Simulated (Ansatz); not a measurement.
# V2NO2 monolayer: from the cell to its phonons, part 3 of 3

How does V2NO2 monolayer vibrate, and is this structure a minimum?

Ansatz 0.2.0; DFT PBEsol, scalar-relativistic, plane waves, PAW; PAW set soft_1.

So far. Step 4 (Relaxing to small forces for the phonons): The largest force component left is 0.041 meV/Å, within the tolerances set. Step 5 (Modes at Γ): Before it was imposed, the acoustic sum rule was missed by 4.0e-5 eV/Å². Small misses are needed for a sound result but don't prove that mesh and cutoff are converged. The lowest optical mode is real, 128 cm⁻¹.

**6. Phonons on a q mesh**

Stability and thermal properties need the whole zone. Linear response on a 4×4×1 q mesh gives force constants as far as a supercell of that size would.

Input file input.yaml:

```yaml
crystal:
  lattice:
    - [2.8714334083, 0.0, 0.0]
    - [-1.4357167041, 2.4867342769, 0.0]
    - [0.0, 0.0, 32.6]
  atoms:
    - { symbol: "N", position: [0.0, 0.0, 0.3067484663] }
    - { symbol: V, position: [0.3333333333, 0.6666666667, 0.3417799602] }
    - { symbol: V, position: [0.6666666667, 0.3333333333, 0.2717169724] }
    - { symbol: O, position: [0.6666666667, 0.3333333333, 0.3723333869] }
    - { symbol: O, position: [0.3333333333, 0.6666666667, 0.2411635456] }
  periodic: [true, true, false]
kpoints:
  mp_grid: { grid: [20, 20, 1] }
hamiltonian:
  xc: pbesol
  pseudopotentials: { kind: paw, azcp: { folder: soft_1 }, xc_functional: pbe }
scf:
  occupations: { method: methfessel_paxton, width: 0.2 }
output:
  eigenvalues: true
phonons:
  method: dfpt
  qmesh: [4, 4, 1]
  temperatures: { t_max: 1000, t_step: 50 }
  qpath:
    path:
      - [0.0, 0.0, 0.0]
      - [0.5, 0.0, 0.0]
      - [0.33333333, 0.33333333, 0.0]
      - [0.0, 0.0, 0.0]
    npoints: 10
```

Command:

```
$ ansatz run input.yaml --threads 8 --pin off --max-ram 16384MiB --backend cpu --events-out ev --progress --plain --runs-dir out
```

Numbers of over 12 decimals in the logs are rounded to 6 here.

Log:

```text
[...]
Crystal: 5 atoms, lattice volume = 232.780 Å³
Basis set: ecut = 420 eV, 4573 PW (Γ), exchange–correlation on 40×40×450 points (8 copies of the dense FFT grid, shifted against one another)
Bands: 27, of which v1, the nominal top of the filled ones, is band 22 counted from 1 (21 counted from 0)
Symmetry: 12 space group operations
k-points: 44 of 400 (irreducible under 6 space group operations, time reversal used)
[...]
SCF iter   1: F=—  HF=-7280.112599 eV  |F-HF|=—  |Δ(HF+E_count)|=         —  Δρ=9.83e-2  dr2=2.41e1  ethr=3.10e-3  ⟨swp⟩=12.0  Hψ=8684  notcnv=0
[...]
SCF iter  13: F=-7274.756050 eV  HF=-7274.756050 eV  |F-HF|=2.61e-10  |Δ(HF+E_count)|=  1.29e-10  S|Δr|=    0.00e0  Δρ=2.42e-8  dr2=8.83e-13  ethr=1.00e-12  ⟨swp⟩=14.8  Hψ=9965  notcnv=0
SCF 1 converged in 13 iterations: F = -7274.756050 eV  dr2 = 8.83e-13
[...]
phonons: the bands overlap, so this run is a metal and interpolates without the dipole-dipole term. If the crystal is really an insulator or semiconductor, its LO-TO splitting is missing
NSCF: frozen V_eff on 44 k-points
WARN: eigensolver did not converge (k=1): 1 band(s) unlocked after 2 eigensolves, warm-restarted (20 sweeps on the last) at ethr=1.29e-12 eV (storage-precision floor; scheduled 1.00e-12 eV) (lowest unlocked band 26, counted from 0; max residual 4.97e-4 eV among the unlocked bands, 4.97e-4 eV over every band; other slots of this pass that fall short are told together in one closing line; warning suppressed until the next SCF loop or pass starts)
WARN: eigensolver did not converge in 4 slots of this pass, the one above among them; of largest residual over every band (k=3): 1 band(s) unlocked (lowest unlocked band 26, counted from 0; max residual 1.29e-3 eV among the unlocked bands, 1.29e-3 eV over every band); of lowest unlocked band (k=1): band 26
[...]
DFPT response loops at q = (0, 0, 0) (fractional): preconditioner auto → none (partly filled bands, converged f_vac=0.783); β = 0.50; Broyden in place of MSR1
[...]
SCF converged after 13 iterations
[...]
Free energy (F): -7274.756050 eV
[...]
Internal energy: -7274.754559 eV  (E = F + TS)
E sigma→0 (E₀):  -7274.755677 eV
Entropy (-TS):   -0.001491 eV (-0.298 meV/atom)
Fermi energy:    -6.314303 eV
[...]
--- Band table (eV; the first three rows and the last of 44) ---
  k-point 0: bands = [... 18 lower, -8.7923, -8.7923, -7.4746, -7.4746, -6.4011, -6.2177, -6.2177, -4.8799, ... 1 higher]
  k-point 1: bands = [... 18 lower, -9.0218, -8.9554, -7.3572, -7.3088, -6.4991, -6.2095, -6.0838, -4.8929, ... 1 higher]
  k-point 2: bands = [... 18 lower, -9.2884, -8.8722, -7.2563, -6.9857, -6.4986, -6.1597, -5.9005, -4.9265, ... 1 higher]
  k-point 43: bands = [... 18 lower, -10.4875, -10.2946, -6.5555, -6.2921, -6.2724, -5.2147, -5.1870, -5.0598, ... 1 higher]
--- Phonons (Γ-DFPT): 10 representative perturbations + reference (Σ response iterations 48) ---
  ASR residual: 3.198e-5 → 0.000e0 eV/Å²; symmetrization residual: 6.414e-6 eV/Å²
[...]
ASR residual per site (eV/Å²): 3.20e-5 3.13e-5 2.98e-5 1.24e-5 1.37e-5
[...]
--- Phonons (arbitrary-q DFPT): 4 irreducible q on the 4×4×1 mesh ---
  q = [0.0000, 0.0000, 0.0000] (star 1, of the zone-centre solve; hermiticity 6.01e-7, symmetrization 7.93e-11, taken by the last average 7.05e-8): -0.00 -0.00 0.00 129.43 129.43 267.87 348.39 348.39 394.73 394.73 551.97 586.07 603.83 603.83 656.40
  q = [0.0000, 0.2500, 0.0000] (star 6, 15 solved perturbations on 210 of 400 k-point pairs; hermiticity 3.52e-7, symmetrization 7.75e-9, taken by the last average 2.23e-7): 38.87 58.05 125.14 128.20 185.98 236.34 351.54 364.99 393.68 429.34 540.03 551.22 588.87 599.45 643.27
[...]
q = [0.2500, 0.2500, 0.0000] (star 6, 10 solved perturbations in 3050 linear systems a pass and spin channel, the states on 400 of 400 k-point pairs; hermiticity 4.09e-7, symmetrization 6.09e-11, taken by the last average 6.23e-7): -204.80 -155.96 -87.17 114.32 152.64 203.28 366.01 421.35 444.45 451.25 512.50 535.84 599.80 619.76 626.36
  sum rule: each row above includes the acoustic sum rule's correction from the zone centre's row sums; it moved no ω² by more than (0.79 cm⁻¹)²
  mesh force constants: q→R imaginary residual 4.34e-18; ASR residual 3.198e-5 → 0.000e0 eV/Å²; symmetrization residual 7.105e-15 eV/Å²
  interpolated dispersion: 31 rows × 15 modes
  density of states and harmonic sums: on the 28×28×1 q-mesh, interpolated from the force constants of a 4×4×1 supercell (no non-analytic term)
  largest difference from the sums on the solved wave vectors: F 1.71e-2 eV, S 2.91e-5 and C_V 1.17e-5 eV/K
  zero-point energy: 0.312811 eV/cell   skipped modes (ω ≤ 0): 176, of them read as no rigid motion or as one in doubt: 173 (2.196e0 modes/cell left out, lowest -204.80 cm⁻¹)   left out of the sums: 1.47e-1 of the cell's modes: C_V's classical limit lies that fraction below 3 k_B per atom; for a crystal, a wire or a layer, F and S can be off by more, and a phonons.interpolated_qmesh denser along its periods is the remedy for the sampling
```

It took 16 min on 8 threads of Arm Neoverse V2, shared host; peak memory 5.2 GiB; 2 h of CPU time.

Numbers from this step:

| Property | Result |
| --- | --- |
| sum-rule residual before enforcement | 3.20e-5 eV/Å² |
| lowest frequency on the path | -203.4 cm⁻¹ |
| highest frequency on the path or at a solved wavevector | 657.4 cm⁻¹ |
| lowest optical zone-centre mode | 129.4 cm⁻¹ |
| lowest mode on the q mesh (acoustic modes at Γ apart) | -204.8 cm⁻¹ |

Frequencies (cm⁻¹) solved at each irreducible wavevector; negative means imaginary. Frequencies by wavevector, by row:

```tsv
q in reciprocal lattice units	star	mode 1	mode 2	mode 3	mode 4	mode 13	mode 14	mode 15
0 0 0	1	0	0	0	129.4	603.8	603.8	656.4
0 0.25 0	6	38.9	58	125.1	128.2	588.9	599.5	643.3
0 -0.5 0	3	-203.4	-178.6	-108.4	-103.1	590.9	620.9	657.4
0.25 0.25 0	6	-204.8	-156	-87.2	114.3	599.8	619.8	626.4
```

Interpolated from a 4×4×1 q mesh. Phonon branches along the path, in cm⁻¹:

```tsv
point	branch 1	branch 2	branch 3	branch 4	branch 12	branch 13	branch 14	branch 15
Γ	0	0	0	129	586	604	604	656
halfway	39	58	125	128	551	589	599	643
M	-203	-179	-108	-103	534	591	621	657
halfway	-166	-159	-103	-99	526	598	615	644
K	-134	-100	-100	75	516	613	615	615
halfway	-94	42	115	128	553	595	599	638
Γ	0	0	0	129	586	604	604	656
```

Tetrahedra on a 28×28×1 mesh, mean over bins of 10 cm-1. Interpolated from a 4×4×1 q mesh. Table of phonon density of states by wavenumber; read off at these points:

wavenumber (cm⁻¹), phonon density of states (1/cm⁻¹/cell) and a bar:
```
     -205     0.0046 ##
     -185     0.0091 ####
     -155     0.0180 #######
     -135     0.0135 #####
     -115     0.0159 ######
      -85     0.0106 ####
      -65     0.0072 ###
      -45     0.0059 ##
      -15     0.0055 ##
        5     0.0047 ##
       25     0.0056 ##
       55     0.0196 ########
       75     0.0135 #####
       95     0.0135 #####
      125     0.0364 ##############
      145     0.0240 #########
      165     0.0187 #######
      195     0.0158 ######
      215     0.0101 ####
      235     0.0071 ###
      255     0.0025 #
      285     0.0000 
      305     0.0000 
      325     0.0000 
      345     0.0372 ##############
      355     0.0164 ######
      375     0.0328 #############
      395     0.0614 ########################
      425     0.0178 #######
      445     0.0304 ############
      455     0.0414 ################
      465     0.0162 ######
      495     0.0000 
      515     0.0265 ##########
      525     0.0561 ######################
      535     0.0328 #############
      565     0.0042 ##
      585     0.0216 ########
      595     0.0771 ##############################
      605     0.0447 #################
      635     0.0375 ###############
      655     0.0170 #######
```

The partial phonon density of states has structure finer than the step of the table below, so its rows give means over 25 cm⁻¹, whole bins alone (the curve runs from -213 to 686 cm⁻¹). Peaks (cm⁻¹: height): N 595.6: 0.0538; O 397.6: 0.0456, 454.2: 0.0339, 527.7: 0.0355; V -196.3: 0.0104, -128.5: 0.0164, -100.2: 0.0173, -26.6: 0.00837, 52.5: 0.0191, 126.1: 0.0289, 527.7: 0.00832.

Phonopy on the run's constants, 21x21x1 mesh, Gaussian sigma 6.4 cm-1. Interpolated from a 4×4×1 q mesh. Partial phonon density of states against wavenumber; means over each step; values in 1/cm⁻¹/cell:

```tsv
wavenumber (cm⁻¹)	N	O	V
-200	2.6e-5	0.00193	0.00701
-175	7.9e-5	0.00183	0.00885
-150	4.1e-4	9.4e-4	0.0135
-125	5.4e-4	7.6e-4	0.0140
-100	4.6e-4	0.00120	0.0149
-75	3.3e-4	4.9e-4	0.00814
-50	1.0e-4	2.7e-4	0.00342
-25	2.9e-4	5.3e-4	0.00633
0	1.1e-4	2.3e-4	0.00173
25	1.7e-4	4.0e-4	0.00345
50	5.3e-4	0.00101	0.0140
75	4.0e-4	0.00105	0.0112
100	4.8e-4	0.00178	0.0148
125	9.8e-4	0.00338	0.0253
150	9.0e-4	0.00335	0.0206
175	7.0e-4	0.00233	0.0158
200	4.6e-4	0.00200	0.0125
225	1.2e-4	0.00127	0.00851
250	3.7e-5	4.7e-4	0.00271
275	1.0e-6	9.2e-5	4.6e-4
300	0	0	5.2e-7
325	3.7e-5	0.00213	2.7e-4
350	4.2e-4	0.0195	0.00223
375	8.4e-4	0.0269	0.00222
400	8.4e-4	0.0386	0.00261
425	6.9e-4	0.0234	0.00131
450	7.5e-4	0.0301	5.2e-4
475	1.0e-4	0.00649	6.5e-5
500	5.3e-4	0.00376	7.4e-4
525	0.00237	0.0287	0.00657
550	0.00214	0.0246	0.00570
575	0.00760	0.00401	0.00218
600	0.0436	0.00287	0.00509
625	0.0323	0.00220	0.00191
650	0.0198	0.00130	0.00108
```

Symmetry leaves 4 wavevectors to solve. The lowest mode among them, the acoustic zeros apart, lies at q = (0.25, 0.25, 0) and is imaginary, 204.8i cm⁻¹, so the energy falls along it.

**7. Another isotope, element N, natural mass 14.007 amu**

An isotope changes the mass and not the force constants, so no new electronic calculation is needed; the shifts show which modes move this element.

The same force constants with the mass of N changed from 14.007 to 15.000 u (phonopy, no LO-TO term). Both lists are sorted by frequency; levels can cross, so a row need not hold one and the same mode. Modes under 3 cm⁻¹ are left out. Isotope shifts, by row, the first 40 of 57 rows:

```tsv
q	rank	natural mass (cm⁻¹)	changed mass (cm⁻¹)
0 0 0	4	129.4	129.4
0 0 0	5	129.4	129.4
0 0 0	6	267.9	267.9
0 0 0	7	348.4	348.4
0 0 0	8	348.4	348.4
0 0 0	9	394.7	394.7
0 0 0	10	394.7	394.7
0 0 0	11	552	552
0 0 0	12	586.1	585.5
0 0 0	13	603.8	585.5
0 0 0	14	603.8	585.8
0 0 0	15	656.4	636.7
0 0.25 0	1	38.87	38.84
0 0.25 0	2	58.05	57.97
0 0.25 0	3	125.1	124.8
0 0.25 0	4	128.2	128
0 0.25 0	5	186	185.8
0 0.25 0	6	236.3	236.2
0 0.25 0	7	351.5	351.5
0 0.25 0	8	365	364.2
0 0.25 0	9	393.7	393.7
0 0.25 0	10	429.3	429.2
0 0.25 0	11	540	537.6
0 0.25 0	12	551.2	548.2
0 0.25 0	13	588.9	576.3
0 0.25 0	14	599.5	581
0 0.25 0	15	643.3	624.5
0 -0.5 0	1	-203.4	-203.4
0 -0.5 0	2	-178.6	-178.6
0 -0.5 0	3	-108.4	-108.1
0 -0.5 0	4	-103.1	-103
0 -0.5 0	5	67.18	67.18
0 -0.5 0	6	160.4	160.2
0 -0.5 0	7	382.9	382.9
0 -0.5 0	8	391.1	390.9
0 -0.5 0	9	445.9	444.8
0 -0.5 0	10	460.6	460.6
0 -0.5 0	11	524.5	522.5
0 -0.5 0	12	533.6	533.6
0 -0.5 0	13	590.9	572.9
```

A mode of this element alone would shift by -3.37 %. The highest zone-centre frequency without the field goes from 656.4 to 636.7 cm⁻¹ (-3.0 %). The product of the frequency ratios over all optical modes at Γ is 0.911; the product rule, (m/m′)^(3k/2) (M′/M)^(3/2) with k = 1 such atoms and M the mass of the cell, gives 0.911.

**8. Isotope substitution, element O, natural mass 15.999 amu**

The same for O, from 16.00 to 18.00 u.

The same force constants with the mass of O changed from 15.999 to 17.999 u (phonopy, no LO-TO term). Both lists are sorted by frequency; levels can cross, so a row need not hold one and the same mode. Modes under 3 cm⁻¹ are left out. Isotope shifts, by row, the first 40 of 57 rows:

```tsv
q	rank	natural mass (cm⁻¹)	changed mass (cm⁻¹)
0 0 0	4	129.4	128.4
0 0 0	5	129.4	128.4
0 0 0	6	267.9	264.9
0 0 0	7	348.4	333.2
0 0 0	8	348.4	333.2
0 0 0	9	394.7	375.2
0 0 0	10	394.7	375.2
0 0 0	11	552	526.2
0 0 0	12	586.1	560
0 0 0	13	603.8	603.2
0 0 0	14	603.8	603.2
0 0 0	15	656.4	656.3
0 0.25 0	1	38.87	38.79
0 0.25 0	2	58.05	57.86
0 0.25 0	3	125.1	123.7
0 0.25 0	4	128.2	127.5
0 0.25 0	5	186	184.3
0 0.25 0	6	236.3	233.8
0 0.25 0	7	351.5	333.6
0 0.25 0	8	365	347.3
0 0.25 0	9	393.7	372.4
0 0.25 0	10	429.3	406.1
0 0.25 0	11	540	516.5
0 0.25 0	12	551.2	528
0 0.25 0	13	588.9	586.2
0 0.25 0	14	599.5	599
0 0.25 0	15	643.3	640.2
0 -0.5 0	1	-203.4	-200.2
0 -0.5 0	2	-178.6	-177.4
0 -0.5 0	3	-108.4	-108.2
0 -0.5 0	4	-103.1	-103.1
0 -0.5 0	5	67.18	67.15
0 -0.5 0	6	160.4	158.4
0 -0.5 0	7	382.9	363.4
0 -0.5 0	8	391.1	369.6
0 -0.5 0	9	445.9	422
0 -0.5 0	10	460.6	434.4
0 -0.5 0	11	524.5	501.9
0 -0.5 0	12	533.6	511.1
0 -0.5 0	13	590.9	590.8
```

A mode of this element alone would shift by -5.72 %. The highest zone-centre frequency without the field goes from 656.4 to 656.3 cm⁻¹ (-0.0 %). The product of the frequency ratios over all optical modes at Γ is 0.731; the product rule, (m/m′)^(3k/2) (M′/M)^(3/2) with k = 2 such atoms and M the mass of the cell, gives 0.731.

**9. What came out**

| Quantity | Value |
| --- | --- |
| space group after relaxation (within 0.01 Å) | P-3m1 |
| area per atom | 1.43 Å² |
| electronic character | no gap on this mesh |
| highest optical mode at the zone centre (no LO-TO term) | 656 cm⁻¹ |
| lowest optical zone-centre mode | 128 cm⁻¹ |
| lowest mode on the q mesh (acoustic modes at Γ apart) | -205 cm⁻¹ |
| highest frequency on the path or at a solved wavevector | 657 cm⁻¹ |
| imaginary modes on the 4×4×1 q mesh | yes |

What this shows: Modes are clearly imaginary (beyond 10i cm⁻¹) at 2 of the 4 irreducible wavevectors, most at q = (0.25, 0.25, 0) (204.8i cm⁻¹), so this structure is not a minimum of the energy. The optical modes at Γ span 128 to 656 cm⁻¹. The highest mode in this list at Γ, 656.4 cm⁻¹, is mostly motion of N (90 % of the kinetic energy). With no gap, or one that is small against the smearing, the frequencies hang on the k mesh and the smearing, most of all near Kohn anomalies. The phonon runs are without spin polarisation, although the cell has an odd electron count. In a sheet or slab the interpolated bending branch near Γ is rough, since the rotational sum rule isn't imposed. The PAW files were made for PBE and serve the other functionals too. A phonon run warned that its eigensolver left some bands unconverged in a pass. The starting cell was built on a prototype and not taken from a measurement. These are harmonic frequencies at zero temperature: anharmonic shifts, linewidths and thermal expansion are left out.

[Logs are printed without paths, hosts, clocks, repeated set-up lines and the standing remarks that a program may print on its own settings, such as how far it seeks lower states.]

[Hosts, paths, dates, database ids (printed as entryN), source tags and the programs' standing remarks are cut or masked in the printed files.]
